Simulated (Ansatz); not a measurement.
## SnTe2 (model cell, started as rutile): a soft mode frozen in

Aim: this structure of SnTe2 (model cell, started as rutile) is to be tested for unstable modes, and one is followed downhill.

Main program and level: Ansatz 0.2.0; DFT PBE, scalar-relativistic, plane waves, PAW.

The structure was built from a prototype and need not be the compound's stable phase.

## Step 1: Set-up

The structure is tetragonal, space group P4_2/mnm (No. 136). Conventional cell: a = 7.058 Å, b = 7.058 Å, c = 4.424 Å, α = 90.00°, β = 90.00°, γ = 90.00°. Nearest to Sn lie 6 Te at 2.97 to 3.01 Å. Nearest to Te lie 3 Sn at 2.97 to 3.01 Å. Farther neighbours and most contacts between anions are not listed.

## Step 2: The dispersion

The cell comes from relaxations at this level that are not shown. Stability and thermal properties need the whole zone. Linear response on a 2×2×2 q mesh gives force constants as far as a supercell of that size would.

The input, input.yaml:

```yaml
crystal:
  lattice:
    - [7.0577214653, 0.0, 0.0]
    - [0.0, 7.0577214653, 0.0]
    - [0.0, 0.0, 4.4240602484]
  atoms:
    - { symbol: Sn, position: [0.0, 0.0, 0.0] }
    - { symbol: Sn, position: [0.5, 0.5, 0.5] }
    - { symbol: Te, position: [0.3020693096, 0.3020693096, 0.0] }
    - { symbol: Te, position: [0.6979306904, 0.6979306904, 0.0] }
    - { symbol: Te, position: [0.8020693096, 0.1979306904, 0.5] }
    - { symbol: Te, position: [0.1979306904, 0.8020693096, 0.5] }
kpoints:
  mp_grid: { grid: [6, 6, 8] }
hamiltonian:
  xc: pbe
scf:
  occupations: { method: methfessel_paxton, width: 0.2 }
output:
  eigenvalues: true
phonons:
  method: dfpt
  qmesh: [2, 2, 2]
  temperatures: { t_max: 1000, t_step: 50 }
  qpath:
    path:
      - [[0.0, 0.0, 0.0], [0.0, 0.5, 0.0], [0.5, 0.5, 0.0], [0.0, 0.0, 0.0], [0.0, 0.0, 0.5], [0.0, 0.5, 0.5], [0.5, 0.5, 0.5], [0.0, 0.0, 0.5]]
      - [[0.0, 0.5, 0.0], [0.0, 0.5, 0.5]]
      - [[0.5, 0.5, 0.0], [0.5, 0.5, 0.5]]
    npoints: 10
```

On the command line:

```console
$ ansatz run input.yaml --threads 4 --pin off --max-ram 14336MiB --backend cpu --events-out ev --progress --plain --runs-dir out
```

Numbers of over 12 decimals in the logs are rounded to 6 here.

The log of the run:

```text
Warning: phonons: the dynamical matrix that this run interpolates holds no multipole term above the dipole-dipole one, and a site of this crystal is no centre of inversion, so its interpolated transverse optical and acoustic branches and sound speeds can stay off near Gamma, and the density of states and the thermodynamics with them. What a run solves at a wave vector of phonons.qpoints, Gamma apart, where the deck admits one, is free of this, and under fd what a larger phonons.supercell samples
Engine: ansatz 0.2.0, aarch64-unknown-linux-gnu
Pseudopotentials: kind: paw
Pseudopotential: Sn, paw, valence charge 14, recommended cutoff 420 eV (normal), Sn.paw.azcp
Pseudopotential: Te, paw, valence charge 16, recommended cutoff 420 eV (normal), Te.paw.azcp
Functional definition: PBE
  parameter kappa = 0.804
  parameter beta = 0.066725
  exchange = pbe_x(kappa = kappa, mu = beta*pi^2/3)
  correlation = pbe_c(beta = beta)
Crystal: 6 atoms, lattice volume = 220.369 Å³
Basis set: ecut = 420 eV, 4307 PW (Γ), exchange–correlation on 96×96×60 points (8 copies of the dense FFT grid, shifted against one another)
Bands: 56, of which v1, the nominal top of the filled ones, is band 46 counted from 1 (45 counted from 0)
Symmetry: 16 space group operations
k-points: 50 of 288
Non-local potential: Sn, projectors of the file, l = 0: 2, l = 1: 2, l = 2: 2, l = 3: 2
Non-local potential: Te, projectors of the file, l = 0: 2, l = 1: 2, l = 2: 2, l = 3: 2
PAW form: soft (Blöchl's): semilocal exchange-correlation on the pseudo side does not see the compensation charge
PAW one-centre angular grid: Sn, 590 points (default); XC on 64 Gauss nodes
PAW one-centre angular grid: Te, 590 points (default); XC on 64 Gauss nodes
Initial density: superposition of atomic densities (neutral atoms: chi_scale 0, normalization atom), corrected by the library's trained network
Initial wavefunctions: pseudopotential atomic-orbital guess
Functional: x = pbe(κ = 0.804, μ = 0.219515), c = pbe(β = 0.066725)
SCF iter   1: F=—  HF=-39967.731629 eV  |F-HF|=—  |Δ(HF+E_count)|=         —  Δρ=1.80e-3  dr2=6.86e-3  ethr=1.77e-3  ⟨swp⟩=8.1  Hψ=11464  notcnv=0
preconditioner: auto → LDOS  [metal: Δε(μ)=0.015 eV  Ē_g=8.256 eV  σ=0.200 eV  W_gap=0.06  n_scr=46 (ndim 8)  ℏωp=14.2 eV  f_vac=0.079  D(μ)=5.02/eV (n_scr^D=38)  β→1.0]
SCF iter   2: F=—  HF=-39967.730124 eV  |F-HF|=—  |Δ(HF+E_count)|=   1.50e-3  S|Δr|=    0.00e0  Δρ=7.16e-4  dr2=8.99e-4  ethr=7.46e-6  ⟨swp⟩=2.1  Hψ=5567  notcnv=0  defer=1
SCF iter   3: F=—  HF=-39967.729720 eV  |F-HF|=—  |Δ(HF+E_count)|=   4.04e-4  S|Δr|=    0.00e0  Δρ=3.00e-4  dr2=1.48e-4  ethr=9.78e-7  ⟨swp⟩=2.0  Hψ=4984  notcnv=0  defer=1
SCF iter   4: F=—  HF=-39967.729658 eV  |F-HF|=—  |Δ(HF+E_count)|=   6.19e-5  S|Δr|=    0.00e0  Δρ=6.63e-5  dr2=6.91e-6  ethr=1.61e-7  ⟨swp⟩=2.0  Hψ=4979  notcnv=0  defer=1
SCF iter   5: F=—  HF=-39967.729687 eV  |F-HF|=—  |Δ(HF+E_count)|=   2.87e-5  S|Δr|=    0.00e0  Δρ=2.19e-5  dr2=9.37e-7  ethr=7.51e-9  ⟨swp⟩=2.0  Hψ=4996  notcnv=0  defer=1
SCF iter   6: F=—  HF=-39967.729687 eV  |F-HF|=—  |Δ(HF+E_count)|=   7.51e-8  S|Δr|=    0.00e0  Δρ=5.18e-6  dr2=4.27e-8  ethr=1.02e-9  ⟨swp⟩=2.0  Hψ=5017  notcnv=0  defer=1
SCF iter   7: F=—  HF=-39967.729687 eV  |F-HF|=—  |Δ(HF+E_count)|=   2.15e-8  S|Δr|=    0.00e0  Δρ=1.31e-6  dr2=3.27e-9  ethr=4.64e-11  ⟨swp⟩=2.0  Hψ=4988  notcnv=0  defer=1
SCF iter   8: F=—  HF=-39967.729687 eV  |F-HF|=—  |Δ(HF+E_count)|=  7.28e-12  S|Δr|=    0.00e0  Δρ=3.57e-7  dr2=2.38e-10  ethr=3.56e-12  ⟨swp⟩=2.0  Hψ=3991  notcnv=0  defer=1
SCF iter   9: F=-39967.729687 eV  HF=-39967.729687 eV  |F-HF|=0.00e0  |Δ(HF+E_count)|=  1.46e-10  S|Δr|=    0.00e0  Δρ=5.50e-8  dr2=6.01e-12  ethr=1.00e-12  ⟨swp⟩=11.3  Hψ=18139  notcnv=0
SCF 1 converged in 9 iterations: F = -39967.729687 eV  dr2 = 6.01e-12
  greatest PAW one-centre occupation: 0.998 electrons in one spin orbital (limit 2), on the Te atom at site 3 (counted from 0), in its partial waves of l = 2
Initial density: read from a saved state, or passed on in memory by an earlier SCF of this step, an earlier step, the calling program or the single point that the run made first
iter 1 solved again at ethr=3.66e-7 eV; its pass at ethr=3.10e-3 eV (dr2=3.36e-4 eV) is discarded
SCF iter   1: F=—  HF=-39967.729655 eV  |F-HF|=—  |Δ(HF+E_count)|=         —  Δρ=7.19e-7  dr2=2.01e-9  ethr=3.66e-7  ⟨swp⟩=3.0  Hψ=18525  notcnv=0
eigensolver tolerance schedule: the retry pair's looser diagonalisation over-reported the residual by 167421.57 of it (diagonalisation noise at an unbounded share of the residual, at the tolerance the schedule requests for it); recorded, not acted on — ethr = c·dr2/N_el stays at c = 1.0e-1
preconditioner: auto → LDOS  [metal: Δε(μ)=0.009 eV  Ē_g=8.251 eV  σ=0.200 eV  W_gap=0.04  n_scr=46 (ndim 8)  ℏωp=14.2 eV  f_vac=0.081  D(μ)=5.12/eV (n_scr^D=38)  β→1.0]
SCF iter   2: F=—  HF=-39967.729687 eV  |F-HF|=—  |Δ(HF+E_count)|=   3.21e-5  S|Δr|=    0.00e0  Δρ=8.00e-7  dr2=2.35e-9  ethr=2.18e-12  ⟨swp⟩=4.3  Hψ=8137  notcnv=0
SCF iter   3: F=—  HF=-39967.729687 eV  |F-HF|=—  |Δ(HF+E_count)|=  5.97e-10  S|Δr|=    0.00e0  Δρ=3.44e-7  dr2=4.40e-10  ethr=2.18e-12  ⟨swp⟩=2.8  Hψ=5287  notcnv=0
SCF iter   4: F=—  HF=-39967.729687 eV  |F-HF|=—  |Δ(HF+E_count)|=  2.18e-11  S|Δr|=    0.00e0  Δρ=2.41e-7  dr2=2.36e-10  ethr=1.00e-12  ⟨swp⟩=1.0  Hψ=2800  notcnv=0
SCF iter   5: F=—  HF=-39967.729687 eV  |F-HF|=—  |Δ(HF+E_count)|=  2.18e-11  S|Δr|=    0.00e0  Δρ=1.74e-7  dr2=1.19e-10  ethr=1.00e-12  ⟨swp⟩=1.0  Hψ=2800  notcnv=0
SCF iter   6: F=—  HF=-39967.729687 eV  |F-HF|=—  |Δ(HF+E_count)|=  2.18e-11  S|Δr|=    0.00e0  Δρ=1.01e-7  dr2=3.87e-11  ethr=1.00e-12  ⟨swp⟩=1.0  Hψ=2800  notcnv=0
SCF iter   7: F=—  HF=-39967.729687 eV  |F-HF|=—  |Δ(HF+E_count)|=  2.18e-11  S|Δr|=    0.00e0  Δρ=8.35e-8  dr2=2.70e-11  ethr=1.00e-12  ⟨swp⟩=1.0  Hψ=2800  notcnv=0
SCF iter   8: F=-39967.729687 eV  HF=-39967.729687 eV  |F-HF|=1.46e-11  |Δ(HF+E_count)|=  7.28e-12  S|Δr|=    0.00e0  Δρ=2.12e-8  dr2=1.69e-12  ethr=1.00e-12  ⟨swp⟩=3.0  Hψ=7382  notcnv=0
SCF 2 converged in 8 iterations: F = -39967.729687 eV  dr2 = 1.69e-12
  greatest PAW one-centre occupation: 0.998 electrons in one spin orbital (limit 2), on the Te atom at site 5 (counted from 0), in its partial waves of l = 2
phonons: the bands overlap, so this run is a metal and interpolates without the dipole-dipole term. If the crystal is really an insulator or semiconductor, its LO-TO splitting is missing
NSCF: frozen V_eff on 50 k-points
WARN: eigensolver did not converge (k=1): 1 band(s) unlocked after 20 sweeps at ethr=1.22e-12 eV (storage-precision floor; scheduled 1.00e-12 eV) (lowest unlocked band 55, counted from 0; max residual 3.01e-6 eV among the unlocked bands, 3.01e-6 eV over every band; other slots of this pass that fall short are told together in one closing line; warning suppressed until the next SCF loop or pass starts)
NSCF: frozen V_eff on 100 k-points
DFPT response loops at q = (0, 0, 0) (fractional): preconditioner auto → Kerker (q_TF=auto, 2.359 Å⁻¹) (partly filled bands, converged f_vac=0.081); β = 1.00, the filter's whole step (`scf.mixing.beta` (0.50) is not read by the response loops under this deck's `scf.mixing.preconditioner`; to damp them name `kerker` or `kerker_dos`, under which they read `scf.mixing.beta`, and type it under 1.00, their step now; both keys bind the ground state too); Broyden in place of MSR1
NSCF: frozen V_eff on 200 k-points
DFPT response loops at q = (0, 0, -0.5) (fractional): mixed as the last ones told, above
NSCF: frozen V_eff on 200 k-points
DFPT response loops at q = (0, -0.5, 0) (fractional): mixed as the last ones told, above
NSCF: frozen V_eff on 200 k-points
DFPT response loops at q = (0, -0.5, -0.5) (fractional): mixed as the last ones told, above
NSCF: frozen V_eff on 200 k-points
DFPT response loops at q = (-0.5, -0.5, 0) (fractional): mixed as the last ones told, above
NSCF: frozen V_eff on 200 k-points
DFPT response loops at q = (-0.5, -0.5, -0.5) (fractional): mixed as the last ones told, above
SCF converged after 9 iterations
Stability not checked: this state was not tested for a lower state beside it, because cold or Methfessel-Paxton smearing, or corrected tetrahedra, fill the levels in a way that the test cannot read (fill_not_monotonic; see scf.lower_state_search)
Free energy (F): -39967.729687 eV
Harris-Foulkes:  -39967.729687 eV  (|F-HF|=0.00e0)
Internal energy: -39967.726393 eV  (E = F + TS)
E sigma→0 (E₀):  -39967.728864 eV
Entropy (-TS):   -0.003294 eV (-0.549 meV/atom)
Fermi energy:    6.798882 eV
--- Per-component energies (eV) ---
  E_band       = -1409.066051
  E_kinetic    = 1091.436332
  E_local      = -8121.696160  (includes V_loc(G=0)·N_el)
  E_nonlocal   = -1304.463310
  E_hartree    = 4882.439305
  E_xc         = -1258.015080
  E_vxc        = -603.097878  (∫ρ·V_xc dr)
  E_paw        = -26925.610062  (= ΣΔE_a)
  E_vpaw       = -2236.122770  (= ΣTr[D̂ρ^β])
  E_aug_tail   = -0.000783  (compensation charges beyond the density's cutoff)
  E_ewald      = -8331.816636
  E_smearing   = -0.003294  (= −TS)
  E_closure    = -0.000000  (closes the sum)
  Σ components = -39967.729687   (vs F -39967.729687, Δ=0.00e0)
--- Band table (eV; the first three rows and the last of 50) ---
  k-point 0: bands = [... 42 lower, 6.1167, 6.1167, 6.7689, 6.7689, 7.3910, 7.4573, 8.6786, 8.6786, ... 6 higher]
  k-point 1: bands = [... 42 lower, 5.4147, 6.5494, 6.7845, 6.7845, 7.2510, 7.9511, 9.3127, 9.3127, ... 6 higher]
  k-point 2: bands = [... 42 lower, 4.6276, 6.5073, 6.5073, 6.8349, 6.8498, 8.3424, 9.9957, 10.1983, ... 6 higher]
  k-point 49: bands = [... 42 lower, 6.1659, 6.1659, 6.3520, 6.3520, 6.7320, 6.7320, 10.3692, 10.3692, ... 6 higher]
--- Phonons (Γ-DFPT): 4 representative perturbations + reference (Σ response iterations 12) ---
  ASR residual: 1.167e-4 → 0.000e0 eV/Å²; symmetrization residual: 2.980e-5 eV/Å²
  ASR residual per site (eV/Å²): 1.16e-4 1.16e-4 1.17e-4 1.17e-4 1.17e-4 1.17e-4
  Γ frequencies (cm⁻¹): -55.46 -55.46 -48.43 -36.33 -11.64 0.00 0.00 0.00 82.03 82.03 86.44 86.44 107.95 114.93 131.07 132.39 135.86 135.86
--- Phonons (arbitrary-q DFPT): 6 irreducible q on the 2×2×2 mesh ---
  q = [0.0000, 0.0000, 0.0000] (star 1, of the zone-centre solve; hermiticity 1.38e-5, symmetrization 8.99e-12): -55.46 -55.46 -48.43 -36.33 -11.64 -0.00 -0.00 0.00 82.03 82.03 86.44 86.44 107.95 114.93 131.07 132.39 135.86 135.86
  q = [0.0000, 0.0000, -0.5000] (star 1, 4 solved perturbations in 330 linear systems a pass and spin channel, the states on 100 of 288 k-point pairs; hermiticity 1.33e-5, symmetrization 4.84e-12): -57.93 -57.93 -45.19 -45.19 25.05 25.05 59.29 59.29 87.88 87.88 90.10 90.10 97.84 97.84 118.99 118.99 133.69 133.69
  q = [0.0000, -0.5000, 0.0000] (star 2, 6 solved perturbations on 100 of 288 k-point pairs; hermiticity 1.55e-5, symmetrization 2.93e-6): -56.43 -56.43 -44.81 -44.81 -8.11 -8.11 51.96 51.96 63.24 63.24 83.77 83.77 125.35 125.35 130.95 130.95 133.94 133.94
  q = [0.0000, -0.5000, -0.5000] (star 2, 6 solved perturbations on 100 of 288 k-point pairs; hermiticity 1.86e-5, symmetrization 2.60e-6): -52.00 -52.00 -41.05 -41.05 -13.48 -13.48 18.63 18.63 94.08 94.08 103.69 103.69 116.24 116.24 121.99 121.99 135.13 135.13
  q = [-0.5000, -0.5000, 0.0000] (star 1, 4 solved perturbations in 330 linear systems a pass and spin channel, the states on 100 of 288 k-point pairs; hermiticity 2.52e-5, symmetrization 2.96e-6): -63.89 -63.89 -55.58 -55.58 -4.69 -4.69 10.14 10.14 84.42 84.42 85.40 85.40 112.20 112.20 130.50 130.50 133.48 133.48
  q = [-0.5000, -0.5000, -0.5000] (star 1, 4 solved perturbations in 330 linear systems a pass and spin channel, the states on 100 of 288 k-point pairs; hermiticity 2.66e-5, symmetrization 1.44e-6): -45.78 -45.78 -39.28 -39.28 5.88 5.88 57.66 57.66 85.27 85.27 95.28 95.28 99.61 99.61 119.92 119.92 136.59 136.59
  sum rule: each row above includes the acoustic sum rule's correction from the zone centre's row sums; it moved no ω² by more than (0.63 cm⁻¹)²
  mesh force constants: q→R imaginary residual 1.03e-17; ASR residual 1.167e-4 → 0.000e0 eV/Å²; symmetrization residual 2.665e-15 eV/Å²
  interpolated dispersion: 93 rows × 18 modes
  density of states and harmonic sums: on the 10×10×14 q-mesh, interpolated from the force constants of a 2×2×2 supercell (no non-analytic term)
  largest difference from the sums on the solved wave vectors: F 3.68e-1 eV, S 4.68e-4 and C_V 1.00e-4 eV/K
  zero-point energy: 0.073828 eV/cell   skipped modes (ω ≤ 0): 785, of them read as no rigid motion or as one in doubt: 782 (4.588e0 modes/cell left out, lowest -63.89 cm⁻¹)   left out of the sums: 2.55e-1 of the cell's modes: C_V's classical limit lies that fraction below 3 k_B per atom; for a crystal, a wire or a layer, F and S can be off by more, and a phonons.interpolated_qmesh denser along its periods is the remedy for the sampling
```

Elapsed: 15 min, on 4 threads of Arm Neoverse V2, shared host; peak memory 3.2 GiB; 60 min of CPU time.

Numbers from this step:

```yaml
volume_per_atom: 36.73 Å³
gap_on_the_k_mesh: 0 eV
sum_rule_residual_before_enforcement: 1.17e-4 eV/Å²
lowest_frequency_on_the_path: -63.89 cm⁻¹
point_group: 4/mmm
highest_frequency_on_the_path_or_at_a_solved_wavevector: 136.7 cm⁻¹
highest_optical_mode_at_the_zone_centre_no_lo_to_term: 135.9 cm⁻¹
lowest_optical_zone_centre_mode: -55.46 cm⁻¹
lowest_mode_on_the_q_mesh_acoustic_modes_at_gamma_apart: -63.89 cm⁻¹
```

Frequencies (cm⁻¹) solved at each irreducible wavevector; negative means imaginary. Frequencies by wavevector, by row:

```
q in reciprocal lattice units  star  mode 1  mode 2  mode 3  mode 4  mode 16  mode 17  mode 18
                        0 0 0     1   -55.5   -55.5   -48.4   -36.3    132.4    135.9    135.9
                     0 0 -0.5     1   -57.9   -57.9   -45.2   -45.2      119    133.7    133.7
                     0 -0.5 0     2   -56.4   -56.4   -44.8   -44.8    130.9    133.9    133.9
                  0 -0.5 -0.5     2     -52     -52     -41     -41      122    135.1    135.1
                  -0.5 -0.5 0     1   -63.9   -63.9   -55.6   -55.6    130.5    133.5    133.5
               -0.5 -0.5 -0.5     1   -45.8   -45.8   -39.3   -39.3    119.9    136.6    136.6
```

Interpolated from a 2×2×2 q mesh, rough between the solved points. The phonon branches at the labelled points (cm⁻¹):

| point | branch 1 | branch 2 | branch 3 | branch 4 | branch 15 | branch 16 | branch 17 | branch 18 |
| --- | --- | --- | --- | --- | --- | --- | --- | --- |
| Γ | -56 | -56 | -48 | -36 | 131 | 132 | 136 | 136 |
| halfway | -56 | -55 | -48 | -39 | 131 | 132 | 135 | 135 |
| X | -56 | -56 | -45 | -45 | 131 | 131 | 134 | 134 |
| halfway | -60 | -60 | -50 | -50 | 131 | 131 | 134 | 134 |
| M | -64 | -64 | -56 | -56 | 130 | 130 | 134 | 134 |
| halfway | -58 | -57 | -50 | -44 | 131 | 131 | 134 | 134 |
| Γ | -56 | -56 | -48 | -36 | 131 | 132 | 136 | 136 |
| halfway | -57 | -57 | -48 | -40 | 126 | 126 | 131 | 134 |
| Z | -58 | -58 | -45 | -45 | 119 | 119 | 134 | 134 |
| halfway | -55 | -55 | -43 | -43 | 119 | 119 | 134 | 134 |
| R | -52 | -52 | -41 | -41 | 122 | 122 | 135 | 135 |
| halfway | -49 | -49 | -40 | -40 | 120 | 120 | 136 | 136 |
| A | -46 | -46 | -39 | -39 | 120 | 120 | 137 | 137 |
| halfway | -54 | -49 | -45 | -39 | 119 | 120 | 134 | 136 |
| Z | -58 | -58 | -45 | -45 | 119 | 119 | 134 | 134 |
| jump to X | -56 | -56 | -45 | -45 | 131 | 131 | 134 | 134 |
| halfway | -53 | -53 | -46 | -46 | 126 | 126 | 134 | 134 |
| R | -52 | -52 | -41 | -41 | 122 | 122 | 135 | 135 |
| jump to M | -64 | -64 | -56 | -56 | 130 | 130 | 134 | 134 |
| halfway | -52 | -52 | -51 | -51 | 125 | 125 | 134 | 134 |
| A | -46 | -46 | -39 | -39 | 120 | 120 | 137 | 137 |

Symmetry leaves 6 wavevectors to solve. The lowest mode among them, the acoustic zeros apart, lies at q = (-0.5, -0.5, 0) and is imaginary, 63.9i cm⁻¹, so the energy falls along it.

## Step 3: The mode frozen in, largest atomic shift 0 Å

The mode followed lies at q = (-0.5, -0.5, 0) with frequency 63.9i cm⁻¹ and is 2-fold degenerate, the softest among the wavevectors solved. At small amplitude the distorted cell has space group no. 51 by a symmetry search on the positions. The undistorted cell that holds it gives the zero of energy on the same k mesh.

System of this step: SnTe2 (model cell, started as rutile). It takes space group P4_2/mnm (No. 136, tetragonal). Conventional cell: a = 7.058 Å, b = 7.058 Å, c = 4.424 Å, α = 90.00°, β = 90.00°, γ = 90.00°. Nearest to Sn lie 6 Te at 2.97 to 3.01 Å. Te has 3 Sn at 2.97 to 3.01 Å nearest. Farther neighbours and most contacts between anions are not listed.

The input, input.yaml:

```yaml
crystal:
  lattice:
    - [0.0, 0.0, -4.4240602484]
    - [-7.0577214653, -7.0577214653, 0.0]
    - [-7.0577214653, 7.0577214653, 0.0]
  atoms:
    - { symbol: Sn, position: [0.0, 0.5, 0.5] }
    - { symbol: Sn, position: [0.0, 1.0, 1.0] }
    - { symbol: Sn, position: [0.5, 1.0, 0.5] }
    - { symbol: Sn, position: [0.5, 0.5, 0.0] }
    - { symbol: Te, position: [0.0, 0.1979306904, 0.5] }
    - { symbol: Te, position: [0.0, 0.6979306904, 0.0] }
    - { symbol: Te, position: [0.0, 0.8020693096, 0.5] }
    - { symbol: Te, position: [0.0, 0.3020693096, 0.0] }
    - { symbol: Te, position: [0.5, 0.0, 0.1979306904] }
    - { symbol: Te, position: [0.5, 0.5, 0.6979306904] }
    - { symbol: Te, position: [0.5, 0.0, 0.8020693096] }
    - { symbol: Te, position: [0.5, 0.5, 0.3020693096] }
kpoints:
  mp_grid: { grid: [8, 4, 4] }
hamiltonian:
  xc: pbe
scf:
  occupations: { method: methfessel_paxton, width: 0.2 }
output:
  forces: true
  stress: true
  eigenvalues: true
```

The log of the run:

```text
[...]
Crystal: 12 atoms, lattice volume = 440.738 Å³
Basis set: ecut = 420 eV, 8627 PW (Γ), exchange–correlation on 60×144×144 points (8 copies of the dense FFT grid, shifted against one another)
Bands: 111, of which v1, the nominal top of the filled ones, is band 92 counted from 1 (91 counted from 0)
Symmetry: 32 space group operations
[...]
k-points: 30 of 128
[...]
k-point 0: bands = [... 88 lower, 6.1170, 6.1170, 6.7683, 6.7683, 6.8979, 6.8979, 7.3905, 7.4564, ... 15 higher]
  k-point 1: bands = [... 88 lower, 6.2346, 6.3010, 6.6771, 6.7484, 6.7877, 6.9907, 7.1546, 7.3944, ... 15 higher]
  k-point 2: bands = [... 88 lower, 6.4340, 6.4340, 6.6867, 6.6867, 6.7219, 6.7219, 7.2050, 7.2050, ... 15 higher]
  k-point 29: bands = [... 88 lower, 6.4019, 6.4019, 6.4019, 6.4019, 7.7749, 7.7749, 7.7749, 7.7749, ... 15 higher]
[key lines of the parts left out:]
SCF converged after 6 iterations
Free energy (F): -79935.461352 eV
Fermi energy:    6.793411 eV
P = ⅓ Tr σ = 0.0000 GPa (0.000 kbar)
```

Wall time 18 s (4 threads); peak memory 1.9 GiB.

Numbers from this step:

| Property | Result |
| --- | --- |
| pressure | 9.88e-6 GPa |
| energy from the undistorted cell | 0 meV/atom |

The run ends at a pressure of 0.00 GPa, with forces up to 0.013 eV/Å.

(Continued in part 2 of 3.)

[Logs are printed without paths, hosts, clocks, repeated set-up lines and the standing remarks that a program may print on its own settings, such as how far it seeks lower states.]

[Hosts, paths, dates, database ids (printed as entryN), source tags and the programs' standing remarks are cut or masked in the printed files.]
